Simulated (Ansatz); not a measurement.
# LiZnF3 (model cell, started as cubic perovskite with Zn in the octahedra): following an unstable mode, part 2 of 3

Which phase does LiZnF3 (model cell, started as cubic perovskite with Zn in the octahedra) fall into along its unstable mode, and how much energy does it gain?

Ansatz 0.2.0; DFT PBEsol, scalar-relativistic, plane waves, PAW; PAW set soft_1.

So far, highest frequency on the path or at a solved wavevector (cm⁻¹): step 2 (the dispersion) 579. Also lowest frequency on the path (cm⁻¹): step 2 -231.

The structure was built from a prototype and need not be the compound's stable phase.

## Step 4: The mode frozen in, largest atomic shift 0.6 Å

The atoms are moved along the unstable eigenvector, the largest shift by 0.6 Å, with the cell fixed.

The input, input.yaml:

```yaml
crystal:
  lattice:
    - [3.9677040432, 3.9677040432, 0.0]
    - [3.9677040432, 0.0, 3.9677040432]
    - [3.9677040432, 0.0, -3.9677040432]
  atoms:
    - { symbol: Li, position: [0.1069293637, -0.1069293637, 0.0] }
    - { symbol: Li, position: [-0.1069293637, 0.6069293637, 0.5] }
    - { symbol: Zn, position: [0.5, 0.25, 0.75] }
    - { symbol: Zn, position: [0.5, 0.75, 0.25] }
    - { symbol: F, position: [0.5, -0.0118512874, -0.0118512874] }
    - { symbol: F, position: [0.5, 0.5118512874, 0.5118512874] }
    - { symbol: F, position: [0.0, 0.5118512874, 0.0118512874] }
    - { symbol: F, position: [0.0, -0.0118512874, 0.4881487126] }
    - { symbol: F, position: [0.5237025749, -0.0237025749, 0.5] }
    - { symbol: F, position: [0.4762974251, 0.5237025749, 0.0] }
kpoints:
  mp_grid: { grid: [6, 6, 6] }
hamiltonian:
  xc: pbesol
  pseudopotentials: { kind: paw, azcp: { folder: soft_1 }, xc_functional: pbe }
scf:
  occupations: { method: gaussian, width: 0.02 }
output:
  forces: true
  stress: true
  eigenvalues: true
```

Run with:

```bash
$ ansatz run input.yaml --threads 4 --pin off --max-ram 16384MiB --backend cpu --events-out ev --progress --plain --runs-dir out
```

Numbers of over 12 decimals in the logs are rounded to 6 here.

Output:

```text
[...]
Crystal: 10 atoms, lattice volume = 124.925 Å³
Basis set: ecut = 420 eV, 2421 PW (Γ), exchange–correlation on 80×80×80 points (8 copies of the dense FFT grid, shifted against one another)
Bands: 46, of which v1, the nominal top of the filled ones, is band 36 counted from 1 (35 counted from 0)
Symmetry: 8 space group operations
[...]
k-points: 46 of 216
[...]
k-point 0: bands = [... 32 lower, 0.6507, 0.6809, 2.3624, 2.4381, 5.7378, 9.9908, 10.3442, 11.8964, ... 3 higher]
  k-point 1: bands = [... 32 lower, 0.5691, 0.6156, 2.1899, 2.2656, 6.1089, 10.1437, 10.3779, 11.0381, ... 3 higher]
  k-point 2: bands = [... 32 lower, 0.7141, 0.7393, 1.7625, 1.8312, 7.0307, 9.5234, 10.5125, 10.7362, ... 3 higher]
  k-point 45: bands = [... 32 lower, 0.4765, 0.6664, 0.7779, 2.4384, 8.4379, 9.2822, 10.3881, 10.4782, ... 3 higher]
[key lines of the parts left out:]
SCF converged after 11 iterations
Free energy (F): -11777.348902 eV
Fermi energy:    4.088133 eV
P = ⅓ Tr σ = 0.8477 GPa (8.477 kbar)
```

Run time: 3.9 s. Hardware: 4 threads of Intel Xeon Platinum 8375C at 2.90GHz (Ice Lake), shared host; peak memory 0.62 GiB.

Numbers from this step:

* pressure: 0.8477 GPa
* gap on the k-mesh: 3.299 eV
* energy from the undistorted cell: -46.65 meV/atom

The energy, extrapolated to zero smearing, is -46.65 meV/atom against the undistorted cell.

The run ends at a pressure of 0.85 GPa, with forces up to 0.43 eV/Å.

## Step 5: Energy along the mode, all amplitudes (two of the runs are shown above)

An imaginary frequency means negative curvature, so the energy should fall and then rise again as anharmonic terms take over.

Numbers from this step:

| Quantity | Value |
| --- | --- |
| depth at the lowest point sampled | 46.65 meV/atom |
| largest atomic shift at that point | 0.6 Å |

Energy from the parent against largest atomic shift:

```tsv
largest atomic shift (Å)	energy from the parent (meV/atom)
0.000	0
0.040	-0.251
0.080	-1.00
0.140	-3.06
0.220	-7.46
0.320	-15.4
0.450	-29.0
0.600	-46.6
```

Displacement at unit largest shift by atom:

```tsv
atom	x (Å)	y (Å)	z (Å)	size
Li1	0.000	0.707	-0.707	1.000
Li2	0.000	-0.707	0.707	1.000
Zn3	0.000	0.000	0.000	0.000
Zn4	0.000	0.000	0.000	0.000
F5	-0.157	0.000	0.000	0.157
F6	0.157	0.000	0.000	0.157
F7	0.157	0.000	0.000	0.157
F8	-0.157	0.000	0.000	0.157
F9	0.000	0.157	-0.157	0.222
F10	0.000	-0.157	0.157	0.222
```

The lowest of the steps tried is the last one, at 0.6 Å, 46.6 meV/atom below the parent; the bottom of the well need not coincide with a step.

## Step 6: Relaxation from the frozen mode

Starting from the lowest point found, all atoms and the cell are let go, so that strain and other modes of the same symmetry can join in.

Edit input.yaml of step 4 so:

```diff
@@ -22,3 +22,3 @@
 scf:
-  occupations: { method: gaussian, width: 0.02 }
+  occupations: { method: fixed }
 output:
@@ -27 +27,10 @@
   eigenvalues: true
+  write_density: true
+  write_potential: true
+  elf: true
+  volumetric_format: npy
+relax:
+  adjacent_minimum: "off"
+  f_tol: 0.002
+  max_steps: 120
+  cell: { stress_tol: 0.03 }
```

Output:

```text
[...]
Crystal: 10 atoms, lattice volume = 124.925 Å³
Basis set: ecut = 420 eV, 2421 PW (Γ), exchange–correlation on 80×80×80 points (8 copies of the dense FFT grid, shifted against one another)
Bands: 46, of which v1, the nominal top of the filled ones, is band 36 counted from 1 (35 counted from 0)
Symmetry: 8 space group operations
[...]
k-points: 46 of 216
[...]
SCF iter   1: F=—  HF=-11786.930507 eV  |F-HF|=—  |Δ(HF+E_count)|=         —  Δρ=1.81e-1  dr2=2.49e1  ethr=3.10e-3  ⟨swp⟩=4.6  Hψ=8258  notcnv=0  defer=335
[...]
SCF iter  11: F=-11777.348902 eV  HF=-11777.348902 eV  |F-HF|=2.95e-8  |Δ(HF+E_count)|=   4.33e-7  Δρ=2.69e-6  dr2=9.60e-9  ethr=1.39e-10  ⟨swp⟩=15.7  Hψ=17677  notcnv=0
SCF 1 converged in 11 iterations: F = -11777.348902 eV  dr2 = 9.60e-9
[...]
relax step   1: F+E_penalty+E_count = -11777.34890202 eV  Δ(F+E_penalty+E_count) = +0.000e0 eV  max|allowed force component| = 3.029e-1 eV/Å  Δτ_max = 0.0000 Å  P = +0.848 GPa  Ω = 124.925 Å³  (11 SCF iters, dr2 threshold 1.00e-7 eV, accepted)
Crystal: 10 atoms, lattice volume = 126.286 Å³
Basis set: ecut = 420 eV, 2477 PW (Γ), exchange–correlation on 80×80×80 points (8 copies of the dense FFT grid, shifted against one another)
[...]
iter 1 solved again at ethr=4.87e-5 eV; its pass at ethr=3.10e-3 eV (dr2=3.51e-2 eV) is discarded
[...]
SCF iter   7: F=-11777.475397 eV  HF=-11777.475396 eV  |F-HF|=1.31e-6  |Δ(HF+E_count)|=   9.58e-6  Δρ=1.59e-5  dr2=3.95e-7  ethr=1.39e-9  ⟨swp⟩=16.1  Hψ=18841  notcnv=0
SCF 2 converged in 7 iterations: F = -11777.475397 eV  dr2 = 3.95e-7
relax step   2: F+E_penalty+E_count = -11777.47539699 eV  Δ(F+E_penalty+E_count) = -1.265e-1 eV  max|allowed force component| = 3.402e-1 eV/Å  Δτ_max = 0.1109 Å  P = +0.153 GPa  Ω = 126.286 Å³  energy of the carried Pulay correction = -3.750e-3 eV  (7 SCF iters, dr2 threshold 1.00e-6 eV, accepted)
Crystal: 10 atoms, lattice volume = 128.122 Å³
Basis set: ecut = 420 eV, 2501 PW (Γ), exchange–correlation on 80×80×80 points (8 copies of the dense FFT grid, shifted against one another)
[...]
SCF iter   8: F=-11777.721765 eV  HF=-11777.721765 eV  |F-HF|=9.54e-8  |Δ(HF+E_count)|=   5.17e-6  Δρ=2.88e-5  dr2=7.30e-7  ethr=1.39e-9  ⟨swp⟩=17.2  Hψ=19955  notcnv=0
SCF 3 converged in 8 iterations: F = -11777.721765 eV  dr2 = 7.30e-7
  Residual-converged pass: ⟨swp⟩=1.0  Hψ=2300  notcnv=0  max |occ|·‖R‖ = 7.1e-9 eV (tolerance 1.0e-8 eV)  dr2=7.30e-7  dr2_onsite=8.88e-8  max |Δocc| = 0.0e0
[...]
relax step   3: F+E_penalty+E_count = -11777.72176464 eV  Δ(F+E_penalty+E_count) = -2.464e-1 eV  max|allowed force component| = 3.911e-1 eV/Å  Δτ_max = 0.1951 Å  P = -0.601 GPa  Ω = 128.122 Å³  energy of the carried Pulay correction = -8.741e-3 eV  (8 SCF iters, dr2 threshold 1.00e-6 eV, accepted)
[... from here on, the SCF cycles and remarks between the steps are left out ...]
relax step   4: F+E_penalty+E_count = -11777.97199695 eV  Δ(F+E_penalty+E_count) = -2.502e-1 eV  max|allowed force component| = 3.987e-1 eV/Å  Δτ_max = 0.1960 Å  P = -0.935 GPa  Ω = 128.934 Å³  energy of the carried Pulay correction = -1.093e-2 eV  (8 SCF iters, dr2 threshold 1.00e-6 eV, accepted)
relax step   5: F+E_penalty+E_count = -11778.16144655 eV  Δ(F+E_penalty+E_count) = -1.894e-1 eV  max|allowed force component| = 3.227e-1 eV/Å  Δτ_max = 0.2000 Å  P = -0.740 GPa  Ω = 126.745 Å³  energy of the carried Pulay correction = -5.005e-3 eV  (8 SCF iters, dr2 threshold 1.00e-6 eV, accepted)
relax step   6: F+E_penalty+E_count = -11778.24240539 eV  Δ(F+E_penalty+E_count) = -8.096e-2 eV  max|allowed force component| = 3.458e-1 eV/Å  Δτ_max = 0.1202 Å  P = -0.577 GPa  Ω = 124.492 Å³  energy of the carried Pulay correction = +1.199e-3 eV  (8 SCF iters, dr2 threshold 1.00e-6 eV, accepted)
relax step   7: F+E_penalty+E_count = -11778.34134957 eV  Δ(F+E_penalty+E_count) = -9.894e-2 eV  max|allowed force component| = 1.421e-1 eV/Å  Δτ_max = 0.1298 Å  P = +0.967 GPa  Ω = 119.164 Å³  energy of the carried Pulay correction = +1.633e-2 eV  (8 SCF iters, dr2 threshold 1.00e-6 eV, accepted)
relax step   8: F+E_penalty+E_count = -11778.36508234 eV  Δ(F+E_penalty+E_count) = -2.373e-2 eV  max|allowed force component| = 7.136e-2 eV/Å  Δτ_max = 0.1071 Å  P = +0.040 GPa  Ω = 120.123 Å³  energy of the carried Pulay correction = +1.356e-2 eV  (7 SCF iters, dr2 threshold 1.00e-6 eV, accepted)
relax step   9: F+E_penalty+E_count = -11778.39601957 eV  Δ(F+E_penalty+E_count) = -3.094e-2 eV  max|allowed force component| = 4.543e-2 eV/Å  Δτ_max = 0.0907 Å  P = -0.543 GPa  Ω = 118.967 Å³  energy of the carried Pulay correction = +1.690e-2 eV  (8 SCF iters, dr2 threshold 1.00e-6 eV, accepted)
relax step  10: F+E_penalty+E_count = -11778.46252643 eV  Δ(F+E_penalty+E_count) = -6.651e-2 eV  max|allowed force component| = 8.990e-2 eV/Å  Δτ_max = 0.1952 Å  P = -0.429 GPa  Ω = 114.891 Å³  energy of the carried Pulay correction = +2.895e-2 eV  (8 SCF iters, dr2 threshold 1.00e-6 eV, accepted)
relax step  11: F+E_penalty+E_count = -11778.57094770 eV  Δ(F+E_penalty+E_count) = -1.084e-1 eV  max|allowed force component| = 1.350e-1 eV/Å  Δτ_max = 0.1956 Å  P = -0.254 GPa  Ω = 110.766 Å³  energy of the carried Pulay correction = +4.157e-2 eV  (9 SCF iters, dr2 threshold 1.00e-6 eV, accepted)
relax step  12: F+E_penalty+E_count = -11778.75415979 eV  Δ(F+E_penalty+E_count) = -1.832e-1 eV  max|allowed force component| = 2.188e-1 eV/Å  Δτ_max = 0.1953 Å  P = +0.647 GPa  Ω = 106.549 Å³  energy of the carried Pulay correction = +5.493e-2 eV  (9 SCF iters, dr2 threshold 1.00e-6 eV, accepted)
relax step  13: F+E_penalty+E_count = -11778.68738164 eV  Δ(F+E_penalty+E_count) = +6.678e-2 eV  max|allowed force component| = 6.097e-1 eV/Å  Δτ_max = 0.1043 Å  P = +2.907 GPa  Ω = 104.631 Å³  energy of the carried Pulay correction = +6.118e-2 eV  (8 SCF iters, dr2 threshold 1.00e-6 eV, rejected (line search))
relax step  14: F+E_penalty+E_count = -11778.80772888 eV  Δ(F+E_penalty+E_count) = -5.357e-2 eV  max|allowed force component| = 9.658e-2 eV/Å  Δτ_max = 0.0264 Å  P = +0.035 GPa  Ω = 107.697 Å³  energy of the carried Pulay correction = +5.125e-2 eV  (12 SCF iters, accepted)
relax step  15: F+E_penalty+E_count = -11778.81890977 eV  Δ(F+E_penalty+E_count) = -1.118e-2 eV  max|allowed force component| = 6.048e-2 eV/Å  Δτ_max = 0.0444 Å  P = -0.454 GPa  Ω = 107.619 Å³  energy of the carried Pulay correction = +5.150e-2 eV  (7 SCF iters, dr2 threshold 5.83e-7 eV, accepted)
relax step  16: F+E_penalty+E_count = -11778.82312330 eV  Δ(F+E_penalty+E_count) = -4.214e-3 eV  max|allowed force component| = 8.502e-3 eV/Å  Δτ_max = 0.0172 Å  P = +0.035 GPa  Ω = 107.299 Å³  energy of the carried Pulay correction = +5.252e-2 eV  (6 SCF iters, dr2 threshold 1.00e-6 eV, accepted)
relax step  17: F+E_penalty+E_count = -11778.82317626 eV  Δ(F+E_penalty+E_count) = -5.295e-5 eV  max|allowed force component| = 6.698e-4 eV/Å  Δτ_max = 0.0029 Å  P = +0.018 GPa  Ω = 107.307 Å³  energy of the carried Pulay correction = +5.250e-2 eV  (5 SCF iters, dr2 threshold 1.99e-8 eV, accepted)
relax step  18: F+E_penalty+E_count = -11778.80040555 eV  Δ(F+E_penalty+E_count) = +2.277e-2 eV  max|allowed force component| = 1.757e-3 eV/Å  Δτ_max = 0.0000 Å  P = -0.366 GPa  Ω = 107.307 Å³  stress off target by 4.17e-1 GPa  SCF on the basis re-selected at this cell (its energy is not comparable with the rows above)  (8 SCF iters)
relax step  19: F+E_penalty+E_count = -11778.80186710 eV  Δ(F+E_penalty+E_count) = -1.462e-3 eV  max|allowed force component| = 5.507e-3 eV/Å  Δτ_max = 0.0016 Å  P = -0.071 GPa  Ω = 106.983 Å³  energy of the carried Pulay correction = +1.019e-3 eV  (5 SCF iters, dr2 threshold 4.34e-7 eV, accepted)
relax step  20: F+E_penalty+E_count = -11778.80223968 eV  Δ(F+E_penalty+E_count) = -3.726e-4 eV  max|allowed force component| = 1.254e-3 eV/Å  Δτ_max = 0.0030 Å  P = -0.003 GPa  Ω = 106.886 Å³  energy of the carried Pulay correction = +1.323e-3 eV  (6 SCF iters, dr2 threshold 2.73e-8 eV, accepted)
[...]
SCF iter   6: F=-11778.800829 eV  HF=-11778.800829 eV  |F-HF|=3.64e-12  |Δ(HF+E_count)|=  3.73e-10  Δρ=1.53e-7  dr2=1.38e-11  ethr=1.00e-12  ⟨swp⟩=13.1  Hψ=14498  notcnv=0
SCF 21 converged in 6 iterations: F = -11778.800829 eV  dr2 = 1.38e-11
relax step  21: F+E_penalty+E_count = -11778.80082883 eV  Δ(F+E_penalty+E_count) = +1.411e-3 eV  max|allowed force component| = 1.212e-3 eV/Å  Δτ_max = 0.0000 Å  P = -0.019 GPa  Ω = 106.886 Å³  stress off target by 2.89e-2 GPa  SCF on the basis re-selected at this cell (its energy is not comparable with the rows above)  (6 SCF iters)
[...]
SCF converged after 6 iterations
Free energy (F): -11778.800829 eV
[...]
Internal energy: -11778.800829 eV  (E = F + TS)
E sigma→0 (E₀):  -11778.800829 eV
Fermi energy:    3.064253 eV
[...]
--- Forces (eV/Å), atoms counted from 1 ---
  atom   1  Li     0.00000000     0.00121187    -0.00121187
  atom   2  Li     0.00000000    -0.00121187     0.00121187
  atom   3  Zn     0.00000000     0.00000000     0.00000000
  atom   4  Zn     0.00000000    -0.00000000     0.00000000
  atom   5  F     -0.00090329     0.00000000     0.00000000
  atom   6  F      0.00090329    -0.00000000    -0.00000000
  atom   7  F      0.00090329     0.00000000     0.00000000
  atom   8  F     -0.00090329    -0.00000000    -0.00000000
  atom   9  F      0.00000000     0.00021658    -0.00021658
  atom  10  F      0.00000000    -0.00021658     0.00021658
  max |Σ_I F_I| component: 7.05e-19 eV/Å
--- Stress (GPa, compression-positive) ---
       -0.028881      -0.000000      -0.000000
       -0.000000      -0.014331       0.007991
       -0.000000       0.007991      -0.014331
  P = ⅓ Tr σ = -0.0192 GPa (-0.192 kbar)
--- Band table (eV; the first three rows and the last of 46) ---
  k-point 0: bands = [... 32 lower, 1.4943, 2.1297, 2.7765, 3.0643, 6.9868, 12.8296, 13.6208, 13.6614, ... 6 higher]
  k-point 1: bands = [... 32 lower, 1.6030, 2.0263, 2.6893, 2.9072, 7.3708, 12.1059, 13.5260, 13.7462, ... 6 higher]
  k-point 2: bands = [... 32 lower, 1.8449, 1.8526, 2.4389, 2.5183, 8.3282, 10.8617, 13.5382, 13.7817, ... 6 higher]
  k-point 45: bands = [... 32 lower, 2.0432, 2.2450, 2.3282, 2.9565, 9.4154, 11.6032, 11.7044, 12.4277, ... 6 higher]
--- Relaxed structure (19 steps of the walk, 18 accepted, 2 SCFs on fresh bases) ---
  F+E_penalty+E_count = -11778.80082883 eV   max|allowed force component| = 1.212e-3 eV/Å   (the final SCF, on the basis selected at the relaxed cell)
  cell:  # Å, volume = 106.8859 Å³
    - [3.825043, 3.742063, 0.176585]
    - [3.825043, 0.176585, 3.742063]
    - [3.825043, -0.176585, -3.742063]
  atoms:
    - { symbol: Li, position: [0.053231, -0.053231, 1.0408340855860843e-17] }
    - { symbol: Li, position: [-0.053231, 0.553231, 0.5] }
    - { symbol: Zn, position: [0.500000, 0.250000, 0.75] }
    - { symbol: Zn, position: [0.5, 0.75, 0.25] }
    - { symbol: F, position: [0.5, -0.087163, -0.087163] }
    - { symbol: F, position: [0.5, 0.587163, 0.587163] }
    - { symbol: F, position: [3.469446951953614e-18, 0.587163, 0.087163] }
    - { symbol: F, position: [-3.469446951953614e-18, -0.087163, 0.412837] }
    - { symbol: F, position: [0.321551, 0.178449, 0.5] }
    - { symbol: F, position: [0.678449, 0.321551, 2.7755575615628914e-17] }
```

The job ended after 1.9 min (4 threads; peak memory 0.68 GiB).

Relaxation path:

```tsv
step	energy less that of the first step (eV)	largest force component (eV/Å)	pressure (GPa)	volume (Å³)
1	0.0000	0.3029	0.85	124.92
2	-0.1265	0.3402	0.15	126.29
3	-0.3729	0.3911	-0.60	128.12
4	-0.6231	0.3987	-0.94	128.93
5	-0.8125	0.3227	-0.74	126.74
6	-0.8935	0.3458	-0.58	124.49
7	-0.9924	0.1421	0.97	119.16
8	-1.0162	0.0714	0.04	120.12
9	-1.0471	0.0454	-0.54	118.97
10	-1.1136	0.0899	-0.43	114.89
11	-1.2220	0.1350	-0.25	110.77
12	-1.4053	0.2188	0.65	106.55
13	-1.3385	0.6097	2.91	104.63
14	-1.4588	0.0966	0.04	107.70
15	-1.4700	0.0605	-0.45	107.62
16	-1.4742	0.0085	0.03	107.30
17	-1.4743	0.0007	0.02	107.31
18*	-1.4515	0.0018	-0.37	107.31
19	-1.4530	0.0055	-0.07	106.98
20	-1.4533	0.0013	0.00	106.89
21*	-1.4519	0.0012	-0.02	106.89
```

Relaxation steps marked * repeat the geometry before them on a plane-wave basis chosen anew for their cell, so energy and pressure can jump there. Relaxation step 13 was tried and not accepted.

Forces are held to the 8 operations that the run works with; a distortion that breaks them can't arise in this run.

```tsv
conventional cell, symmetrised	before	after	change
a (Å)	5.611	5.542	-1.2 %
b (Å)	7.935	7.650	-3.6 %
c (Å)	5.611	5.042	-10.1 %
volume (Å³/atom)	12.49	10.69	-14.4 %
```

The atoms that moved most (Å, as changes of fractional coordinates times the final cell):

```tsv
atom	dx	dy	dz	length
F10	0.000	0.721	-0.721	1.019
F9	0.000	-0.721	0.721	1.019
F8	-0.576	0.000	0.000	0.576
F5	-0.576	0.000	0.000	0.576
F7	0.576	0.000	0.000	0.576
F6	0.576	0.000	0.000	0.576
Li2	0.000	0.191	-0.191	0.271
Li1	0.000	-0.191	0.191	0.271
```

This step gave:

```
pressure          : -0.01918 GPa
gap on the k-mesh : 3.923 eV
volume per atom   : 10.69 Å³
```

ELF in the bc plane of the conventional cell at fractional x = 0.000, with atoms of Li and Zn and F within 0.2 Å of it. It is the smooth field of the valence electrons, not physical close to the nuclei.

Values, 7 rows by 16 columns, each cell a mean:
```
0.02 0.02 0.06 0.61 0.78 0.18 0.02 0.02 0.01 0.02 0.10 0.23 0.27 0.15 0.04 0.01
0.06 0.05 0.04 0.03 0.04 0.03 0.05 0.05 0.05 0.09 0.50 0.75 0.74 0.64 0.19 0.05
0.07 0.09 0.06 0.04 0.04 0.05 0.09 0.08 0.07 0.11 0.46 0.72 0.70 0.63 0.16 0.08
0.01 0.08 0.19 0.51 0.57 0.30 0.11 0.02 0.01 0.08 0.14 0.35 0.41 0.19 0.10 0.02
0.09 0.12 0.52 0.72 0.67 0.68 0.19 0.09 0.09 0.09 0.05 0.02 0.02 0.04 0.08 0.09
0.04 0.08 0.44 0.70 0.72 0.57 0.16 0.04 0.04 0.04 0.03 0.09 0.14 0.04 0.04 0.04
0.01 0.01 0.05 0.26 0.33 0.10 0.02 0.01 0.01 0.01 0.05 0.67 0.86 0.19 0.01 0.01
```
Columns run along b (7.7 Å), rows up along c (5.0 Å), edges of the conventional cell, whose origin can differ from the input's. Atoms in or near the plane, at fractional coordinates: Li at (0.75, 0.05), Li at (0.25, 0.95), Zn at (0.50, 0.50), Zn at (0.00, 0.50), F at (0.25, 0.32), F at (0.75, 0.68).

Valence density in the bc plane of the conventional cell at fractional x = 0.000, with atoms of Li and Zn and F within 0.2 Å of it. It is the smooth field of the valence electrons, not physical close to the nuclei.

Ten steps, logarithmic in the rise over the least value, from '_' (0 e/Å³) to '@' (32 e/Å³), each cell a mean:
```
________++##++________________::::________
________--==::________________....________
__________________________..::====::______
..__________________..____..==####==..____
--::..__________..::----..::==####==....--
%%++..__________::++%%##--..::====::..--##
@@**::..::::::..::**@@%%==............==%%
**--..::==**==::..==**++::____________::++
::....--**##**--....::....____________....
______::++**++::__________________________
______..::--::..______________....________
__________..________________::++++::______
________--==--______________::****::______
```
Columns run along b (7.7 Å), rows up along c (5.0 Å), edges of the conventional cell, whose origin can differ from the input's. Atoms in or near the plane, at fractional coordinates: Li at (0.75, 0.05), Li at (0.25, 0.95), Zn at (0.50, 0.50), Zn at (0.00, 0.50), F at (0.25, 0.32), F at (0.75, 0.68).

Electrostatic potential energy in the bc plane of the conventional cell at fractional x = 0.000, with atoms of Li and Zn and F within 0.2 Å of it. With pseudopotentials it is smooth inside the atoms' cores, unlike the true potential.

Ten even steps from '_' (-55 eV) to '@' (9 eV), each cell a mean:
```
@@@@@@%%==::++%%@@@@@@@@@@@@%%####%%@@@@@@
@@@@@@%%**++**%%@@@@@@@@@@@@@@@@@@@@@@@@@@
@@@@@@@@%%%%%%@@@@@@@@@@@@@@%%****%%@@@@@@
%%@@@@@@@@@@@@@@@@@@%%@@@@@@++::::**@@@@@@
==**%%@@@@@@@@@@%%**==++##@@++::::**@@##++
__::##@@@@@@@@@@**::____==%%%%****%%%%==__
__..**@@@@@@@@@@**..____--%%@@@@@@@@%%--__
..--##%%++--++%%##--..::++@@@@@@@@@@%%++::
**%%@@##--::--%%@@##**##%%@@@@@@@@@@@@%%##
@@@@@@%%==--++@@@@@@@@@@@@@@@@@@@@@@@@@@@@
@@@@@@@@@@%%@@@@@@@@@@@@@@@@%%####%%@@@@@@
@@@@@@@@@@%%@@@@@@@@@@@@@@@@##====##@@@@@@
@@@@@@%%**++**%%@@@@@@@@@@@@**--==**@@@@@@
```
Columns run along b (7.7 Å; values clipped at the 3rd and 97th percentile), rows up along c (5.0 Å), edges of the conventional cell, whose origin can differ from the input's. Atoms in or near the plane, at fractional coordinates: Li at (0.75, 0.05), Li at (0.25, 0.95), Zn at (0.50, 0.50), Zn at (0.00, 0.50), F at (0.25, 0.32), F at (0.75, 0.68).

The distorted start has space group Imma; the relaxation ends in Imma.

[end of part 2 of 3]

[Logs are printed without paths, hosts, clocks, repeated set-up lines and the standing remarks that a program may print on its own settings, such as how far it seeks lower states.]

[Hosts, paths, dates, database ids (printed as entryN), source tags and the programs' standing remarks are cut or masked in the printed files.]
